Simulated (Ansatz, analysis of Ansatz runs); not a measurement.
# Y4S3N2 (C2/m), V_S hop (3.8 Å): attempt frequency at charge 0, part 2 of 2

Aim: the prefactor of a hop in Y4S3N2 (C2/m) (V_S hop (3.8 Å), charge 0) from the modes of the moving atom at the start and at the top of a path found beforehand. Model: a cell of 54 host atoms with 1 S taken out.

Ansatz 0.2.0; plane-wave PAW DFT, PBEsol; finite-difference force constants of the moving atom alone.

So far. Step 2 (Vibrations of the moving atom at the start point): The three modes are 229, 252 and 277 cm⁻¹: all real, a minimum for this atom with the others held.

## (3) Vibrations of the moving atom at the top of the path

The same at the top, where the mode along the path should be imaginary.

The input, q0.top.modes/input.yaml:

```yaml
crystal:
  lattice:
    - [12.77813411, 0.0, -0.02476517]
    - [0.0, 11.37446657, 0.0]
    - [-6.06062451, 0.0, 7.65368011]
  atoms:
    - { symbol: "Y", position: [0.26254311, 0.16682375, 0.65661489] }
    - { symbol: "Y", position: [0.76091184, 0.00034978, 0.64146238] }
    - { symbol: "Y", position: [0.2384319, 0.0006271, 0.35683707] }
    - { symbol: "Y", position: [0.73660768, 0.16689337, 0.34186489] }
    - { symbol: "Y", position: [0.4300664, 0.002421, 0.14410661] }
    - { symbol: "Y", position: [0.93460574, 0.16665773, 0.14305904] }
    - { symbol: "Y", position: [0.06450599, 0.16692221, 0.85537604] }
    - { symbol: "Y", position: [0.56930777, 0.00199039, 0.85630052] }
    - { symbol: S, position: [-9.774e-05, 0.00143992, -0.00046369] }
    - { symbol: S, position: [0.49946323, 0.16685067, -0.0006604] }
    - { symbol: S, position: [0.17903781, -0.00066385, 0.78858329] }
    - { symbol: S, position: [0.6696783, 0.16659934, 0.77331549] }
    - { symbol: S, position: [0.32971229, 0.16715645, 0.22546501] }
    - { symbol: S, position: [0.82034681, -0.00065098, 0.21035787] }
    - { symbol: "N", position: [0.14199593, 0.16661277, 0.36529056] }
    - { symbol: "N", position: [0.64028732, -0.00258564, 0.35011293] }
    - { symbol: "N", position: [0.35892836, -0.00313692, 0.64866948] }
    - { symbol: "N", position: [0.85720601, 0.16707289, 0.63321243] }
    - { symbol: "Y", position: [0.26589425, 0.50578273, 0.6544611] }
    - { symbol: "Y", position: [0.76108394, 0.33346968, 0.64151871] }
    - { symbol: "Y", position: [0.23866138, 0.33295364, 0.35696712] }
    - { symbol: "Y", position: [0.73157581, 0.50721372, 0.34245239] }
    - { symbol: "Y", position: [0.42994618, 0.3318415, 0.14279556] }
    - { symbol: "Y", position: [0.93515625, 0.49934625, 0.14648945] }
    - { symbol: "Y", position: [0.06414764, 0.49945279, 0.8537488] }
    - { symbol: "Y", position: [0.56926289, 0.33135028, 0.85514929] }
    - { symbol: S, position: [-0.00039653, 0.3322899, -0.00095547] }
    - { symbol: S, position: [0.17873991, 0.33449675, 0.78847017] }
    - { symbol: S, position: [0.68293895, 0.49105813, 0.78212826] }
    - { symbol: S, position: [0.3180014, 0.49150129, 0.21989941] }
    - { symbol: S, position: [0.82016571, 0.33432193, 0.21015286] }
    - { symbol: "N", position: [0.14265435, 0.49831337, 0.36539889] }
    - { symbol: "N", position: [0.64032724, 0.33692597, 0.35005706] }
    - { symbol: "N", position: [0.3589951, 0.33617748, 0.64858799] }
    - { symbol: "N", position: [0.8572913, 0.49917652, 0.63292574] }
    - { symbol: "Y", position: [0.26593997, 0.82775644, 0.65459199] }
    - { symbol: "Y", position: [0.76843861, 0.66711557, 0.65857244] }
    - { symbol: "Y", position: [0.2303989, 0.66661934, 0.33960919] }
    - { symbol: "Y", position: [0.73177703, 0.82664079, 0.34269023] }
    - { symbol: "Y", position: [0.43060238, 0.6668483, 0.18091368] }
    - { symbol: "Y", position: [0.93535912, 0.83417282, 0.14629016] }
    - { symbol: "Y", position: [0.06442398, 0.83439244, 0.85358812] }
    - { symbol: "Y", position: [0.56484161, 0.66711082, 0.8099613] }
    - { symbol: S, position: [-0.00055474, 0.66687473, -0.00033445] }
    - { symbol: S, position: [0.50717025, 0.66685252, 0.00514641] }
    - { symbol: S, position: [0.17271805, 0.66662117, 0.78552625] }
    - { symbol: S, position: [0.68250889, 0.84260616, 0.78071193] }
    - { symbol: S, position: [0.31728489, 0.84247749, 0.21833652] }
    - { symbol: S, position: [0.84066517, 0.66703738, 0.23245244] }
    - { symbol: "N", position: [0.14259595, 0.83538869, 0.36561417] }
    - { symbol: "N", position: [0.64095211, 0.66696794, 0.37938335] }
    - { symbol: "N", position: [0.35505989, 0.66677508, 0.61928871] }
    - { symbol: "N", position: [0.85735512, 0.83454885, 0.63311647] }
  symmetry: { detect: false }
basis:
  ecutwfc: 420
  xc_grid: 2
hamiltonian:
  xc: pbesol
kpoints:
  mp_grid: { grid: [1, 1, 1], shift: [0.25, 0.25, 0.25] }
scf:
  occupations: { method: fixed }
  max_iter: 100
phonons:
  supercell: [1, 1, 1]
  displaced_sites: [44]
  amplitude: 0.02
```

On the command line:

```bash
$ ansatz run input.yaml --threads 32 --pin off --max-ram 84787MiB --backend cuda --events-out ev --progress --plain --runs-dir out --max-vram 78GiB
```

Numbers of over 12 decimals in the logs are rounded to 6 here.

Log:

```text
[...]
Crystal: 53 atoms, lattice volume = 1110.713 Å³
Basis set: ecut = 420 eV, 21699 PW (Γ), exchange–correlation on 180×160×144 points (8 copies of the dense FFT grid, shifted against one another)
Bands: 266, of which v1, the nominal top of the filled ones, is band 213 counted from 1 (212 counted from 0)
Symmetry: 1 space group operations
k-points: 1
[...]
SCF iter   1: F=—  HF=-110768.040848 eV  |F-HF|=—  |Δ(HF+E_count)|=         —  Δρ=8.77e-3  dr2=1.89e0  ethr=1.77e-3  ⟨swp⟩=5.0  Hψ=895  notcnv=0  defer=49
[...]
SCF iter   2: F=—  HF=-110767.716472 eV  |F-HF|=—  |Δ(HF+E_count)|=   3.24e-1  Δρ=3.76e-3  dr2=3.57e-1  ethr=4.44e-4  ⟨swp⟩=2.0  Hψ=409  notcnv=0  defer=51
[...]
SCF iter  13: F=-110767.632231 eV  HF=-110767.632231 eV  |F-HF|=1.31e-10  |Δ(HF+E_count)|=  4.80e-10  Δρ=1.72e-7  dr2=4.58e-10  ethr=1.00e-12  ⟨swp⟩=15.0  Hψ=1533  notcnv=0
SCF 1 converged in 13 iterations: F = -110767.632231 eV  dr2 = 4.58e-10
[...]
WARN: the harmonic batch is taken at displacements of 0.005 Å and a dr2 threshold of 2.5e-10 eV from here on, in place of the typed 0.02 Å and 1.0e-9 eV, a step that its levels, its solves or its constants may not bear out (scf.occupations.method, Limitations)
[...]
SCF 2 converged in 14 iterations: F = -110767.632231 eV  dr2 = 9.48e-11
[...]
SCF 3 converged in 8 iterations: F = -110767.632115 eV  dr2 = 7.09e-11
[...]
SCF 4 converged in 9 iterations: F = -110767.631929 eV  dr2 = 8.72e-12
[...]
SCF 5 converged in 9 iterations: F = -110767.632301 eV  dr2 = 9.69e-12
[...]
SCF 6 converged in 9 iterations: F = -110767.632297 eV  dr2 = 1.20e-11
[...]
SCF 7 converged in 8 iterations: F = -110767.632126 eV  dr2 = 4.77e-11
[...]
SCF 8 converged in 8 iterations: F = -110767.632023 eV  dr2 = 3.05e-11
[...]
SCF 9 converged in 15 iterations: F = -110767.632231 eV  dr2 = 1.98e-11
[...]
SCF 10 converged in 8 iterations: F = -110767.632225 eV  dr2 = 1.82e-11
[...]
SCF 11 converged in 8 iterations: F = -110767.632132 eV  dr2 = 3.45e-11
[...]
SCF 12 converged in 8 iterations: F = -110767.632249 eV  dr2 = 4.24e-11
[...]
SCF 13 converged in 8 iterations: F = -110767.632246 eV  dr2 = 3.98e-11
[...]
SCF 14 converged in 8 iterations: F = -110767.632217 eV  dr2 = 1.24e-11
[...]
SCF 15 converged in 8 iterations: F = -110767.632166 eV  dr2 = 9.89e-12
[...]
SCF converged after 15 iterations
[...]
[... 1 atom left out ...]
  atom  36  Y     -0.00077033    -0.00345308    -0.01270921
  [... 2 atoms left out ...]
  atom  39  Y     -0.00000201     0.00682679     0.00364266
  atom  40  Y     -0.00430105     0.00019606    -0.01886952
  [... 2 atoms left out ...]
  atom  43  Y      0.00845631    -0.00136242     0.00518325
  [... 1 atom left out ...]
  atom  45  S      0.01861807     0.00046843     0.01021180
  atom  46  S      0.00589250     0.00046787    -0.00189156
  [... 4 atoms left out ...]
  atom  51  N      0.00749651     0.00008283     0.00043322
  atom  52  N     -0.00784582    -0.00112342    -0.00183044
  [... 1 atom left out ...]
  max |Σ_I F_I| component: 3.36e-6 eV/Å
--- Band table (eV) ---
[...]
transpose residual: 5.5e-5 eV/Å²
[...]
frequencies among the named sites at Γ of the cell (cm⁻¹): -215.50 165.31 469.09
  unstable modes among the named sites: 1
  frequencies as built, with no sum rule (cm⁻¹): -215.50 165.32 469.09
  zero-point energy: 0.039328 eV/cell   skipped modes (ω ≤ 0): 1, of them read as no rigid motion or as one in doubt: 1 (1.000e0 modes/cell left out, lowest -215.50 cm⁻¹)
[...]
```

Run time: 7.1 s. Hardware: 1 × NVIDIA GB200 with 32 threads of Arm Neoverse V2, shared host; peak memory 2 GiB; 23 s of CPU time.

This step gave:

- free energy: -110767.6322 eV
- frequencies of moving atom: -215.5, 165.3, 469.1 cm⁻¹ (negative: imaginary)

The three modes are 216i, 165 and 469 cm⁻¹: one imaginary, a saddle of first order for this atom with the others held.

## (4) Attempt frequency and hop rate

Analysis of the runs above: harmonic transition-state theory from the moving atom's modes alone (Vineyard), PBEsol.

It gives:

- attempt frequency: 6.186 THz

Hop rate against temperature:

| temperature (K) | hop rate (1/s) |
| --- | --- |
| 200 | 1.0e-88 |
| 300 | 4.1e-55 |
| 400 | 2.5e-38 |
| 600 | 1.6e-21 |
| 800 | 4.0e-13 |
| 1000 | 4.3e-8 |

## (5) Summary of results

| Item | Value |
| --- | --- |
| attempt frequency (attempt frequency and hop rate) | 6.19 THz |

The attempt frequency, the product of the three frequencies at the start over that of the two real ones at the top (Vineyard), is 6.2 THz. With the barrier of 4.00 eV it gives 1.6e-21 hops a second at 600 K along this one path; equivalent neighbouring sites multiply that. The host's atoms were held, though they move along the path too, so the prefactor is rough. Keep in mind: one k-point off the zone centre stands for the whole zone.

[Logs are printed without paths, hosts, clocks, repeated set-up lines and the standing remarks that a program may print on its own settings, such as how far it seeks lower states.]

[Hosts, paths, dates, database ids (printed as entryN), source tags and the programs' standing remarks are cut or masked in the printed files.]
